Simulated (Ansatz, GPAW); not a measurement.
## A 8-layer slab of Cr(111): work function by functional and basis

How far do functional and basis move the work function of a 8-layer slab of Cr(111)?

Main program and level: GPAW 26.7.0 and Ansatz 0.2.0; GPAW, PAW setups; slab in vacuum, in the first sound run; inputs show where later runs differ.

### 1. The structure

The cell holds 8 atoms: 8 Cr. Cell: a = 4.073 Å, b = 4.073 Å, c = 23.820 Å, α = 90.0°, β = 90.0°, γ = 60.0°. Vacuum lies along c.

### 2. Relaxation

Forces are removed first; all later runs use this geometry. The lowest 4 atoms are held at bulk positions and keep their forces.

Contents of run.py:

```python
import json
import numpy as np
from ase import Atoms
from ase.constraints import FixAtoms
from ase.optimize import BFGS
from gpaw import GPAW, PW

slab = Atoms(
    ['Cr', 'Cr', 'Cr', 'Cr', 'Cr', 'Cr', 'Cr', 'Cr'],
    positions=[
        [4.07294, 2.35151, 9.00000],
        [0.00000, 0.00000, 9.83138],
        [2.03647, 1.17576, 10.66277],
        [4.07294, 2.35151, 11.49415],
        [0.00000, 0.00000, 12.32554],
        [2.03647, 1.17576, 13.15692],
        [4.07294, 2.35151, 13.98831],
        [0.00000, 0.00000, 14.81969]],
    cell=[[4.07294, 0.0, 0.0], [2.03647, 3.52727, 0.0], [0.0, 0.0, 23.81969]],
    pbc=[True, True, False])

slab.calc = GPAW(mode=PW(400), xc='PBE', kpts={'size': (9, 9, 1), 'gamma': True},
                 occupations={'name': 'fermi-dirac', 'width': 0.1}, nbands='160%',
                 convergence={'density': 0.0001}, maxiter=200,
                 poissonsolver={'dipolelayer': 'xy'},
                 symmetry={'tolerance': 1e-3, 'extra_ids': [1, 1, 1, 1, 0, 0, 0, 0]}, txt='slab.txt')
result = {}
slab.set_constraint(FixAtoms([0, 1, 2, 3]))
path = []
opt = BFGS(slab, maxstep=0.2)
opt.attach(lambda: path.append((slab.get_potential_energy(), slab.positions.tolist(), slab.get_forces().tolist())))
result['relaxed'] = bool(opt.run(fmax=0.05, steps=30))
result['path'] = path
energy = slab.get_potential_energy()
fermi = slab.calc.get_fermi_level()
v = slab.calc.get_electrostatic_potential().mean((0, 1)) - fermi
n = slab.calc.get_pseudo_density().mean((0, 1))
L = slab.cell[2, 2]
z = np.arange(len(v)) * L / len(v)
low, high = slab.positions[:, 2].min(), slab.positions[:, 2].max()
below, above = np.interp([low - 6.8, high + 6.8], z, v)
slopes = [np.interp(x, z, np.gradient(v, z)) for x in (low - 6.8, high + 6.8)]
eps = np.array([[slab.calc.get_eigenvalues(k, s) for k in range(len(slab.calc.get_ibz_k_points()))]
                for s in range(slab.calc.get_number_of_spins())]) - fermi
top, bottom = eps[eps < 0].max(), eps[eps > 0].min()
dipole = slab.get_dipole_moment()[2]
print(f'energy {energy:.4f} eV, Fermi level {fermi:.4f} eV, dipole {dipole:.5f} e A')
print(f'potential 6.8 A off the faces, from the Fermi level: lower {below:.4f} eV, upper {above:.4f} eV')
print(f'slope of the potential there: lower {slopes[0]:.5f}, upper {slopes[1]:.5f} eV/A')
print(f'nearest levels on the mesh: {top:.4f} and {bottom:.4f} eV')
print('magnetic moment', round(slab.get_magnetic_moment(), 3))
result.update(energy=energy, fermi=fermi, dipole=dipole, below=below, above=above, slopes=slopes, edges=[top, bottom],
              z=z.tolist(), v=v.tolist(), n=n.tolist(), positions=slab.positions.tolist(),
              forces=slab.get_forces(apply_constraint=False).tolist(), moments=slab.get_magnetic_moments().tolist())
json.dump(result, open('result.json', 'w'))
```

The run is started by

```
> OMP_NUM_THREADS=1 OPENBLAS_NUM_THREADS=1 python run.py
```

The log of the run:

```text
Step          Energy          fmax
BFGS:    0      -68.121111        1.768661
BFGS:    1      -68.182796        1.654547
BFGS:    2      -68.453306        0.542442
BFGS:    3      -68.460982        0.585358
BFGS:    4      -68.507317        0.423016
BFGS:    5      -68.516354        0.325447
BFGS:    6      -68.519994        0.259354
BFGS:    7      -68.522853        0.174796
BFGS:    8      -68.524892        0.126369
BFGS:    9      -68.525672        0.096809
BFGS:   10      -68.526067        0.089413
BFGS:   11      -68.526487        0.061402
BFGS:   12      -68.526746        0.035453
energy -68.3556 eV, Fermi level 0.1980 eV, dipole -0.01239 e A
potential 6.8 A off the faces, from the Fermi level: lower 3.9120 eV, upper 4.0871 eV
slope of the potential there: lower -0.00019, upper 0.00028 eV/A
nearest levels on the mesh: -0.0052 and 0.0105 eV
magnetic moment 0.0
```

Elapsed: 16 min, on 1 thread of Intel Xeon Platinum 8488C (Sapphire Rapids), shared host; peak memory 0.27 GiB.

This run has no spin polarisation, although Cr can carry a moment.

Step by step:

```csv
step,energy less that of the first step (eV),largest force (eV/Å)
1,0.0000,1.7687
2,-0.0624,1.6545
3,-0.3372,0.5424
4,-0.3453,0.5854
5,-0.3958,0.4230
6,-0.4052,0.3254
7,-0.4084,0.2594
8,-0.4109,0.1748
9,-0.4128,0.1264
10,-0.4136,0.0968
11,-0.4139,0.0894
12,-0.4143,0.0614
13,-0.4144,0.0355
```

The atoms that moved most (Å):

```csv
atom,dx,dy,dz,length
Cr8,0.000,0.000,-0.348,0.348
Cr7,0.000,0.000,-0.186,0.186
Cr6,0.000,0.000,0.021,0.021
Cr5,0.000,0.000,-0.020,0.020
```

Final coordinates:

```xyz
8
Lattice="4.0729 0.0000 0.0000 2.0365 3.5273 0.0000 0.0000 0.0000 23.8197" Properties=species:S:1:pos:R:3
Cr    4.0729    2.3515    9.0000
Cr    0.0000    0.0000    9.8314
Cr    2.0365    1.1758   10.6628
Cr    4.0729    2.3515   11.4942
Cr    0.0000    0.0000   12.3052
Cr    2.0365    1.1758   13.1780
Cr    4.0729    2.3515   13.8027
Cr    0.0000    0.0000   14.4714
```

This step gave:

| Quantity | Value |
| --- | --- |
| dipole along the normal | -0.01239 e·Å |
| levels nearest the Fermi level on the mesh | -0.005202, 0.01047 eV from the Fermi level |
| upper work function | 4.087 eV |
| lower work function | 3.912 eV |

Table of electrostatic potential energy of an electron (without an applied field's), less the Fermi level, planar mean by z:

z (Å), electrostatic potential energy of an electron (without an applied field's), less the Fermi level, planar mean (eV) and a bar from the least value:
```
        0        4.0 ##############################
        1        3.9 ##############################
        2        3.9 ##############################
        3        3.9 ##############################
        4        3.9 ##############################
        5        3.9 ##############################
        6        3.9 ##############################
        7        3.7 #############################
        8        1.8 ##########################
        9       -8.9 ########
       10      -10.7 #####
       11      -10.5 #####
       12      -10.7 #####
       13      -11.7 ###
       14      -13.5 
       15       -2.4 ###################
       16        3.4 #############################
       17        4.0 ##############################
       18        4.1 ##############################
       19        4.1 ##############################
       20        4.1 ##############################
       21        4.1 ##############################
       22        4.1 ##############################
       23        4.1 ##############################
```

The pseudo valence density, planar mean oscillates, so the rows of the table below give means over windows of 0.85 Å about each position, cut where the curve ends. Its maxima inside the range that stand out by 2 % of the span (Å: e/Å³): 9.15: 0.445, 9.78: 0.520, 10.63: 0.526, 11.48: 0.537, 12.34: 0.537, 13.82: 0.617. Its minima: 9.36: 0.432, 10.21: 0.478, 11.06: 0.474, 11.91: 0.479, 12.76: 0.487.

Pseudo valence density, planar mean against z; means over each step:

| z (Å) | pseudo valence density, planar mean (e/Å³) |
| --- | --- |
| 4.67 | 4.5e-5 |
| 5.52 | 2.9e-4 |
| 6.37 | 0.00186 |
| 7.22 | 0.0118 |
| 8.07 | 0.0861 |
| 8.92 | 0.370 |
| 9.77 | 0.488 |
| 10.62 | 0.501 |
| 11.47 | 0.505 |
| 12.32 | 0.508 |
| 13.17 | 0.564 |
| 14.02 | 0.562 |
| 14.87 | 0.282 |
| 15.72 | 0.0435 |
| 16.57 | 0.00607 |
| 17.42 | 8.6e-4 |
| 18.27 | 1.2e-4 |
| 19.12 | 1.7e-5 |

The relaxation lowered the energy of the cell by 0.414 eV (energies extrapolated to zero smearing; the optimiser's log prints free energies). The largest force left on a free atom is 0.035 eV/Å.

### 3. Plane waves, PBE

With the geometry fixed, the planar mean of the potential gives the vacuum level on each side.

Changes to run.py since step 2:

```diff
@@ -3,4 +3,2 @@
 from ase import Atoms
-from ase.constraints import FixAtoms
-from ase.optimize import BFGS
 from gpaw import GPAW, PW
@@ -14,6 +12,6 @@
         [4.07294, 2.35151, 11.49415],
-        [0.00000, 0.00000, 12.32554],
-        [2.03647, 1.17576, 13.15692],
-        [4.07294, 2.35151, 13.98831],
-        [0.00000, 0.00000, 14.81969]],
+        [-0.00000, 0.00000, 12.30518],
+        [2.03647, 1.17576, 13.17803],
+        [4.07294, 2.35151, 13.80271],
+        [0.00000, 0.00000, 14.47138]],
     cell=[[4.07294, 0.0, 0.0], [2.03647, 3.52727, 0.0], [0.0, 0.0, 23.81969]],
@@ -23,12 +21,6 @@
                  occupations={'name': 'fermi-dirac', 'width': 0.1}, nbands='160%',
-                 convergence={'density': 0.0001}, maxiter=200,
+                 convergence={'density': 1e-05}, maxiter=200,
                  poissonsolver={'dipolelayer': 'xy'},
-                 symmetry={'tolerance': 1e-3, 'extra_ids': [1, 1, 1, 1, 0, 0, 0, 0]}, txt='slab.txt')
+                 symmetry={'tolerance': 1e-3}, txt='slab.txt')
 result = {}
-slab.set_constraint(FixAtoms([0, 1, 2, 3]))
-path = []
-opt = BFGS(slab, maxstep=0.2)
-opt.attach(lambda: path.append((slab.get_potential_energy(), slab.positions.tolist(), slab.get_forces().tolist())))
-result['relaxed'] = bool(opt.run(fmax=0.05, steps=30))
-result['path'] = path
 energy = slab.get_potential_energy()
```

The log of the run:

```text
energy -68.3556 eV, Fermi level 0.1981 eV, dipole -0.01289 e A
potential 6.8 A off the faces, from the Fermi level: lower 3.9118 eV, upper 4.0870 eV
slope of the potential there: lower -0.00014, upper 0.00022 eV/A
nearest levels on the mesh: -0.0052 and 0.0105 eV
magnetic moment 0.0
```

Wall time 1.8 min (1 thread); peak memory 0.28 GiB.

Numbers from this step:

| Quantity | Value |
| --- | --- |
| dipole along the normal | -0.01289 e·Å |
| levels nearest the Fermi level on the mesh | -0.005194, 0.01048 eV from the Fermi level |

The electrostatic potential energy of an electron (without an applied field's), less the Fermi level, planar mean by z:

```
z (Å)  electrostatic potential energy of an electron (without an applied field's), less the Fermi level, planar mean (eV)
  0.0                                                                                                                4.00
  0.5                                                                                                                3.91
  1.0                                                                                                                3.91
  1.5                                                                                                                3.91
  2.0                                                                                                                3.91
  2.5                                                                                                                3.91
  3.0                                                                                                                3.91
  3.5                                                                                                                3.91
  4.0                                                                                                                3.91
  4.5                                                                                                                3.91
  5.0                                                                                                                3.91
  5.5                                                                                                                3.90
  6.0                                                                                                                3.88
  6.5                                                                                                                3.83
  7.0                                                                                                                3.67
  7.5                                                                                                                3.21
  8.0                                                                                                                1.82
  8.5                                                                                                               -2.42
  9.0                                                                                                               -8.89
  9.5                                                                                                               -9.90
 10.0                                                                                                               -10.7
 10.5                                                                                                               -10.9
 11.0                                                                                                               -10.5
 11.5                                                                                                               -11.4
 12.0                                                                                                               -10.7
 12.5                                                                                                               -10.7
 13.0                                                                                                               -11.7
 13.5                                                                                                               -13.9
 14.0                                                                                                               -13.5
 14.5                                                                                                               -10.3
 15.0                                                                                                               -2.36
 15.5                                                                                                                2.04
 16.0                                                                                                                3.43
 16.5                                                                                                                3.88
 17.0                                                                                                                4.02
 17.5                                                                                                                4.07
 18.0                                                                                                                4.08
 18.5                                                                                                                4.08
 19.0                                                                                                                4.09
 19.5                                                                                                                4.09
 20.0                                                                                                                4.09
 20.5                                                                                                                4.09
 21.0                                                                                                                4.09
 21.5                                                                                                                4.09
 22.0                                                                                                                4.09
 22.5                                                                                                                4.09
 23.0                                                                                                                4.09
 23.5                                                                                                                4.07
```

Pseudo valence density, planar mean against z:

| z (Å) | pseudo valence density, planar mean (e/Å³) |
| --- | --- |
| 0.00 | 6.5e-7 |
| 0.64 | 0 |
| 1.28 | 0 |
| 1.91 | 0 |
| 2.55 | 0 |
| 3.19 | 2.1e-6 |
| 3.83 | 5.2e-6 |
| 4.47 | 2.5e-5 |
| 5.10 | 9.8e-5 |
| 5.74 | 4.0e-4 |
| 6.38 | 0.00161 |
| 7.02 | 0.00644 |
| 7.66 | 0.0256 |
| 8.29 | 0.123 |
| 8.93 | 0.420 |
| 9.57 | 0.470 |
| 10.21 | 0.478 |
| 10.85 | 0.504 |
| 11.48 | 0.537 |
| 12.12 | 0.514 |
| 12.76 | 0.487 |
| 13.40 | 0.589 |
| 14.04 | 0.558 |
| 14.67 | 0.394 |
| 15.31 | 0.0981 |
| 15.95 | 0.0210 |
| 16.59 | 0.00493 |
| 17.23 | 0.00114 |
| 17.86 | 2.6e-4 |
| 18.50 | 5.9e-5 |
| 19.14 | 1.3e-5 |
| 19.78 | 2.9e-6 |
| 20.42 | 1.1e-6 |
| 21.05 | 0 |
| 21.69 | 7.8e-7 |
| 22.33 | 0 |
| 22.97 | 7.7e-7 |
| 23.61 | 0 |

Force by atom:

```
atom  x (eV/Å)  y (eV/Å)  z (eV/Å)  size
 Cr1      0.00      0.00      1.54  1.54
 Cr2      0.00      0.00      0.25  0.25
 Cr3      0.00      0.00     -0.86  0.86
 Cr4      0.00      0.00     -0.91  0.91
 Cr5      0.00      0.00     -0.03  0.03
 Cr6      0.00      0.00     -0.01  0.01
 Cr7      0.00      0.00     -0.02  0.02
 Cr8      0.00      0.00      0.03  0.03
```

The potential is flat to 2.2e-4 eV/Å where it is read, so the vacuum is wide enough.

### 4. Self-consistent run: xc = "RPBE"

The same geometry under RPBE, to see how far the functional moves the levels against the vacuum.

Changes to run.py since step 3:

```diff
@@ -19,3 +19,3 @@
 
-slab.calc = GPAW(mode=PW(400), xc='PBE', kpts={'size': (9, 9, 1), 'gamma': True},
+slab.calc = GPAW(mode=PW(400), xc='RPBE', kpts={'size': (9, 9, 1), 'gamma': True},
                  occupations={'name': 'fermi-dirac', 'width': 0.1}, nbands='160%',
```

The log of the run:

```text
energy -64.3221 eV, Fermi level 0.3354 eV, dipole -0.01349 e A
potential 6.8 A off the faces, from the Fermi level: lower 3.7559 eV, upper 3.9386 eV
slope of the potential there: lower -0.00015, upper 0.00023 eV/A
nearest levels on the mesh: -0.0034 and 0.0112 eV
magnetic moment 0.0
```

Elapsed: 1.8 min, on 1 thread; peak memory 0.27 GiB.

Numbers from this step:

```yaml
dipole_along_the_normal: -0.01349 e·Å
levels_nearest_the_fermi_level_on_the_mesh: -0.003400, 0.01121 eV from the Fermi level
upper_work_function: 3.939 eV
lower_work_function: 3.756 eV
```

The electrostatic potential energy of an electron (without an applied field's), less the Fermi level, planar mean by z:

```csv
z (Å),"electrostatic potential energy of an electron (without an applied field's), less the Fermi level, planar mean (eV)"
0,3.85
1,3.76
2,3.76
3,3.76
4,3.76
5,3.75
6,3.73
7,3.51
8,1.68
9,-8.98
10,-10.8
11,-10.6
12,-10.8
13,-11.8
14,-13.6
15,-2.48
16,3.28
17,3.87
18,3.93
19,3.94
20,3.94
21,3.94
22,3.94
23,3.94
```

The pseudo valence density, planar mean by z:

z (Å), pseudo valence density, planar mean (e/Å³) and a bar from the least value:
```
     0.00      0.000 
     0.64      0.000 
     1.28      0.000 
     1.91      0.000 
     2.55      0.000 
     3.19      0.000 
     3.83      0.000 
     4.47      0.000 
     5.10      0.000 
     5.74      0.000 
     6.38      0.002 
     7.02      0.006 
     7.66      0.025 #
     8.29      0.123 ######
     8.93      0.421 #####################
     9.57      0.469 ########################
    10.21      0.478 ########################
    10.85      0.504 ##########################
    11.48      0.537 ###########################
    12.12      0.515 ##########################
    12.76      0.487 #########################
    13.40      0.588 ##############################
    14.04      0.558 ############################
    14.67      0.395 ####################
    15.31      0.098 #####
    15.95      0.021 #
    16.59      0.005 
    17.23      0.001 
    17.86      0.000 
    18.50      0.000 
    19.14      0.000 
    19.78      0.000 
    20.42      0.000 
    21.05      0.000 
    21.69      0.000 
    22.33      0.000 
    22.97      0.000 
    23.61      0.000
```

Force by atom:

```
atom  x (eV/Å)  y (eV/Å)  z (eV/Å)  size
 Cr1      0.00      0.00      1.24  1.24
 Cr2      0.00      0.00      0.14  0.14
 Cr3      0.00      0.00     -0.93  0.93
 Cr4      0.00      0.00     -0.94  0.94
 Cr5      0.00      0.00     -0.10  0.10
 Cr6      0.00      0.00      0.05  0.05
 Cr7      0.00      0.00      0.14  0.14
 Cr8      0.00      0.00      0.41  0.41
```

The upper face's work function is 3.939 eV, against 4.087 eV in the first plane-wave PBE run at this geometry.

[end of part 1 of 3]

[Logs are printed without paths, hosts, clocks, repeated set-up lines and the standing remarks that a program may print on its own settings, such as how far it seeks lower states.]

[Hosts, paths, dates, database ids (printed as entryN), source tags and the programs' standing remarks are cut or masked in the printed files.]
